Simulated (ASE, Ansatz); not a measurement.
## Localised basis functions on twisted h-BP/Hf2CO2 MXene bilayer, 38.21° (49 atoms)

Wanted: errors and times of a linear-scaling basis for twisted h-BP/Hf2CO2 MXene bilayer, 38.21° (49 atoms). A setting counts as converged where the r.m.s. difference of forces stays under 1 % of the r.m.s. force.

Method: Kohn-Sham DFT, PBE+D4, PAW (set soft_2), plane waves, in Ansatz 0.2.0.

The raw output is cut from this account; settings, times and results stay.

## (1) The starting structure

The cell holds 49 atoms: 7 B, 7 P, 7 C, 14 Hf and 14 O. Its edges and angles: a = 8.572 Å, b = 8.572 Å, c = 19.750 Å, α = 90.0°, β = 90.0°, γ = 120.0°. It derives from BP and Hf2CO2. H-BP (a = 3.21 Å) under Hf2CO2 MXene (a = 3.27 Å), bilayer, commensurate cell of 7 unit cells a layer, twist 38.21 deg, both strained to the mean lattice constant; facing planes 3.17 Å apart; 12 Å of vacuum; layers as built, displaced by a Gaussian of 0.01 Å. Regions: layer 1, 14 atoms (7 B and 7 P); layer 2, 35 atoms (7 C, 14 Hf and 14 O). Vacuum lies along c.

Before any run, some limits are plain. Beside vacuum, support functions can miss their usual error bounds without a warning. The levels lack spin–orbit coupling, which is large for the heavy elements here.

## (2) Plane-wave single point

This run is the reference for what follows, at a cutoff of 420 eV.

Contents of input.yaml:

```yaml
crystal:
  lattice:
    - [8.5722, 0.0, 0.0]
    - [-4.2861, 7.42374, 0.0]
    - [0.0, 0.0, 19.75]
  atoms:
    - { symbol: B, position: [0.19091, 0.2411, 0.30341] }
    - { symbol: P, position: [0.23714, 0.04687, 0.30417] }
    - { symbol: B, position: [0.33498, 0.66774, 0.30389] }
    - { symbol: P, position: [0.38037, 0.47559, 0.30351] }
    - { symbol: B, position: [0.47433, 0.0933, 0.30299] }
    - { symbol: P, position: [0.52435, 0.90521, 0.30252] }
    - { symbol: B, position: [0.61914, 0.52361, 0.30405] }
    - { symbol: P, position: [0.66632, 0.33186, 0.30412] }
[... 37 atom lines left out ...]
    - { symbol: Hf, position: [0.90378, 0.52428, 0.64944] }
    - { symbol: Hf, position: [0.95162, 0.76055, 0.5107] }
    - { symbol: O, position: [0.95078, 0.76203, 0.69569] }
    - { symbol: O, position: [0.90336, 0.52211, 0.46364] }
kpoints:
  mp_grid: { grid: [2, 2, 1] }
hamiltonian:
  xc: pbe
  dispersion: d4
scf:
  occupations: { method: gaussian, width: 0.05 }
output:
  forces: true
  populations: intrinsic
  dos:
    method: { smearing: { sigma: 0.08 } }
    de: 0.1
    projected:
      site_lists:
        B: [B]
        C: [C]
        Hf: [Hf]
        O: [O]
        P: [P]
        layer_1: [0, 1, 2, 3, 4, 5, 6, 7, 8, 9, 10, 11, 12, 13]
        layer_2: [14, 15, 16, 17, 18, 19, 20, 21, 22, 23, 24, 25, 26, 27, 28, 29, 30, 31, 32, 33, 34, 35, 36, 37, 38, 39, 40, 41, 42, 43, 44, 45, 46, 47, 48]
  eigenvalues: true
  write_density: true
  write_potential: true
  volumetric_format: npy
  elf: true
```

On the command line:

```bash
$ ansatz run input.yaml --threads 8 --pin off --max-ram 15872MiB --backend cpu --events-out ev --progress --plain --runs-dir out
```

Run time: 47 s. Hardware: 8 threads of Arm Neoverse V2, shared host; peak memory 6.7 GiB; 6.2 min of CPU time.

The program notes that the exchange-correlation potential is rough where the density is thin.

Read from the output:

| Quantity | Value |
| --- | --- |
| free energy | -236234.0575 eV |
| free energy per atom | -4821.1032 eV/atom |
| SCF cycles | 10 |
| r.m.s. force component | 0.2248 eV/Å |
| longest force | 0.8973 eV/Å |
| Fermi energy | 4.609 eV |
| gap (highest filled to lowest empty level) | 0.9615 eV |
| potential in mid-vacuum, over the Fermi level | 4.914 eV |
| potential 4.5 Å over the upper face | 4.898 eV |
| potential 4.5 Å under the lower face | 4.932 eV |

The r.m.s. force component of 0.22 eV/Å sets the scale for the differences below.

## (3) Support functions low

With localised support functions most steps grow linearly with size, though the diagonalisation grows faster unless the density matrix is cut; this run measures error and cost at this size.

This step: Kohn-Sham DFT, PBE+D4, PAW (set soft_2), localised support functions (low) (Ansatz 0.2.0).

input.yaml, the sections that differ from step 2:

```yaml
scf:
  occupations: { method: gaussian, width: 0.05 }
  eigensolver: { kind: { support_functions: { accuracy: low } } }
  mixing: { beta: 0.4 }
  max_iter: 150
output:
  forces: true
  eigenvalues: true
# crystal, kpoints, hamiltonian: as in step 2
```

Elapsed: 1.8 min, on 8 threads; peak memory 3.6 GiB; 14 min of CPU time.

The program notes that the band table was not solved further than the SCF left it and it switched symmetry off.

Keys that differ from the reference: support_functions.accuracy = "low", scf.max_iter = 150 and scf.mixing.beta = 0.4.

Forces differ from the reference by 0.63 meV/Å r.m.s., 0.28 % of their size, well within a tolerance of 1 %; the energy by -4.0 meV/atom. It took roughly 2.3 times the reference's time (one timing each, with unlike analyses asked), in 15 cycles against 10.

## (4) Support functions medium

With localised support functions most steps grow linearly with size, though the diagonalisation grows faster unless the density matrix is cut; this run measures error and cost at this size. Besides, the program derives a nominal cutoff of 464 eV for this run, against the reference's 420.

This step: Kohn-Sham DFT, PBE+D4, PAW (set soft_2), localised support functions (medium) (Ansatz 0.2.0).

input.yaml, the sections that differ from step 3:

```yaml
scf:
  occupations: { method: gaussian, width: 0.05 }
  eigensolver: { kind: { support_functions: { accuracy: medium } } }
  mixing: { beta: 0.4 }
  max_iter: 150
# crystal, kpoints, hamiltonian, output: as in step 3
```

The job ended after 2.2 min (8 threads; peak memory 3.8 GiB; 17 min of CPU time).

Keys that differ from the reference: support_functions.accuracy = "medium", scf.max_iter = 150 and scf.mixing.beta = 0.4.

Forces differ from the reference by 0.65 meV/Å r.m.s., 0.29 % of their size, well within a tolerance of 1 %; the energy by -4.0 meV/atom. It took roughly 2.8 times the reference's time (one timing each, with unlike analyses asked), in 17 cycles against 10.

## (5) Support functions medium, radius 2.98 Å

The radius confines each support function; a larger one gives more freedom and more work per atom.

input.yaml, the sections that differ from step 4:

```yaml
scf:
  occupations: { method: gaussian, width: 0.05 }
  eigensolver: { kind: { support_functions: { accuracy: medium, radius: 2.98 } } }
  mixing: { beta: 0.4 }
  max_iter: 150
# crystal, kpoints, hamiltonian, output: as in step 4
```

Wall time 4.6 s (8 threads); peak memory 0.42 GiB; 21 s of CPU time.

The program refuses radii under 3.54 Å for these atoms at this level.

## (6) Support functions medium, radius 3.28 Å

input.yaml, the sections that differ from step 5:

```yaml
scf:
  occupations: { method: gaussian, width: 0.05 }
  eigensolver: { kind: { support_functions: { accuracy: medium, radius: 3.28 } } }
  mixing: { beta: 0.4 }
  max_iter: 150
# crystal, kpoints, hamiltonian, output: as in step 5
```

It took 4.6 s on 8 threads; peak memory 0.41 GiB; 21 s of CPU time.

The program refuses radii under 3.54 Å for these atoms at this level.

## (7) Cost against change

Differences are against the plane-wave reference (Kohn-Sham DFT, PBE+D4, PAW (set soft_2), plane waves), whose r.m.s. force component is 0.225 eV/Å. Energies are set beside the reference only for runs with its functional, potentials and electron count. Times are for 8 threads of Arm Neoverse V2, shared host. The reference's time includes the DOS, ELF and grids, which some other runs skip.

```
                     run  Δ force, r.m.s. (meV/Å)  share of r.m.s. force (%)  Δ energy (meV/atom)  Δ gap (eV)  cycles     time  host memory (GiB)
               reference                        -                          -                    -           -      10     47 s                6.7
   support functions low                    0.629                       0.28                -3.96      5.0e-4      15  1.8 min                3.6
support functions medium                    0.654                      0.291                -3.97      4.0e-4      17  2.2 min                3.8
```

## (8) The reference in detail

The comparisons rest on this run, so its electronic structure is set out here.

Length of the force by element and coordination:

```
element  coordination  atoms  mean length of the force (eV/Å)  spread   least   most
      B           all      7                            0.395   0.241  0.0558  0.780
      C           all      7                            0.284   0.137  0.0747  0.464
     Hf           all     14                            0.384   0.102   0.203  0.576
      O           all     14                            0.274   0.118   0.116  0.509
      P           all      7                            0.437   0.250  0.0554  0.897
```

Intrinsic-atomic-orbital charges by element and coordination:

```
element  coordination  atoms  mean charge (e)  spread   least    most
      B           all      7           -0.595  0.0109  -0.610  -0.579
      C           all      7           -0.943  0.0018  -0.946   -0.94
     Hf           all     14             1.12  0.0078    1.10    1.13
      O           all     14           -0.648  0.0034  -0.654  -0.642
      P           all      7            0.601  0.0057   0.590   0.610
```

By region:

```
 region  atoms  mean length of the force (eV/Å)  net charge (e)
layer 1     14                            0.416            0.04
layer 2     35                             0.32           -0.04
```

Density of states as counts of states in windows of 1 eV (from the Fermi level), total and the larger projections:

```
from (eV)  to (eV)  total  Hf d   O p  layer 1  C p  P p  B p
      -10       -9    4.5   1.4   0.0      0.0  0.0  0.0  0.0
       -9       -8    4.2   0.0   0.0      4.1  0.0  2.2  0.4
       -8       -7    1.7   0.0   0.0      1.6  0.0  0.8  0.3
       -7       -6   17.7   3.5   6.3      4.7  1.8  2.2  1.1
       -6       -5   33.0   7.3  19.7      3.3  1.1  1.6  1.5
       -5       -4   45.6   6.5  29.6      5.1  2.0  2.4  2.2
       -4       -3   19.8   2.9   3.2      8.9  4.0  4.5  4.0
       -3       -2   23.1   4.1   3.9      6.7  7.5  3.6  3.1
       -2       -1   18.9   2.9   3.8      4.3  7.1  2.5  1.7
       -1        0    4.0   0.2   0.3      2.9  0.6  2.1  0.8
        0        1    3.2   2.1   0.8      0.1  0.1  0.0  0.1
        1        2   15.8   8.7   1.7      4.0  0.7  1.2  2.8
        2        3    8.0   2.7   0.5      3.8  0.3  1.2  1.7
        3        4   40.9  24.0   2.1      7.4  2.1  2.1  3.2
```

The curve was stored every 0.10 eV, coarse against its broadening of 0.08 eV, so these counts are rough.

Between -26 and -10 eV lie 247 more states.

The levels nearest the highest filled one (over half full), pooled over k-points and spins:

```
level less the highest filled one (eV)  occupation
                                -0.333           2
                                -0.301           2
                                -0.269           2
                                -0.255           2
                               -0.0178           2
                                     0           2
                                 0.962           0
                                 0.982           0
                                  1.01           0
                                  1.43           0
                                  1.45           0
                                  1.47           0
```

Planar average of the electrostatic potential energy along the normal, with the Fermi level as zero, after a running mean with a triangular window 4 Å wide at its base:

```
height (Å)  potential energy (eV)
       0.0                   4.92
       0.6                   4.92
       1.2                   4.93
       1.6                   4.93
       2.2                   4.93
       2.8                   4.89
       3.4                   4.63
       4.0                   3.35
       4.5                   0.25
       5.0                  -2.71
       5.6                  -6.25
       6.1                  -7.22
       6.7                  -4.75
       7.3                  -1.58
       7.9                  -0.14
       8.3                  -1.14
       8.9                  -4.66
       9.5                  -8.09
      10.1                  -9.83
      10.7                  -9.77
      11.3                  -9.27
      11.7                  -9.30
      12.3                  -9.83
      12.9                  -9.79
      13.5                  -7.89
      14.0                  -4.24
      14.6                  -0.14
      15.1                   2.24
      15.7                   4.13
      16.2                   4.77
      16.8                   4.87
      17.4                   4.89
      18.0                   4.90
      18.4                   4.90
      19.0                   4.91
      19.6                   4.91
```

Electrostatic potential energy in the ca plane at fractional y = 0.047, with atoms of P and Hf and O within 0.2 Å of it. With pseudopotentials it is smooth inside the atoms' cores, unlike the true potential.

Ten even steps from '0' (-35 eV) to '9' (10 eV), each cell a mean:
```
99999999888999999988888646888899999999999999
99999999888999999876557888888889999999999999
99999998777899999851013789888635999999999999
99999998767899998730001589987200699999999999
99999998767899998720101589987100699999999999
99999999878999999740002688887524899999999999
99999999888999999875346888765678999999999999
99999999888999999657778887411368999999999999
99999999878999997104889986100047999999999999
99999998878899997104888985100047999999999999
99999998767899999647778887310268999999999999
99999997313799999887677888655679999999999999
99999997101799999986667888888889999999999999
99999998424899999987777778888899999999999999
99999998767899999988888778877889999999999999
99999997313799999988888888755678999999999999
99999984000389999878888987522478999999999999
99999983000289999867778887411368999999999999
99999985100589999877667887533578999999999999
99999998645799999987677888766789999999999999
99999999888999999987778767888899999999999999
99999999999999999998887204888899999999999999
99999999999999999998887102788899999999999999
```
Columns run along c (16.0 Å, from fractional 0.14 to 0.95 of the cell; values clipped at the 3rd and 97th percentile), rows up along a (8.6 Å). Atoms in or near the plane, at fractional coordinates: P at (0.30, 0.24), Hf at (0.51, 0.81), O at (0.70, 0.81).

(Part 1 of 2 ends here.)

[Long decimals in the printed logs are rounded to 6 places.]

[Logs are printed without paths, hosts, clocks, repeated set-up lines and the standing remarks that a program may print on its own settings, such as how far it seeks lower states.]

[Hosts, paths, dates, database ids (printed as entryN), source tags and the programs' standing remarks are cut or masked in the printed files.]
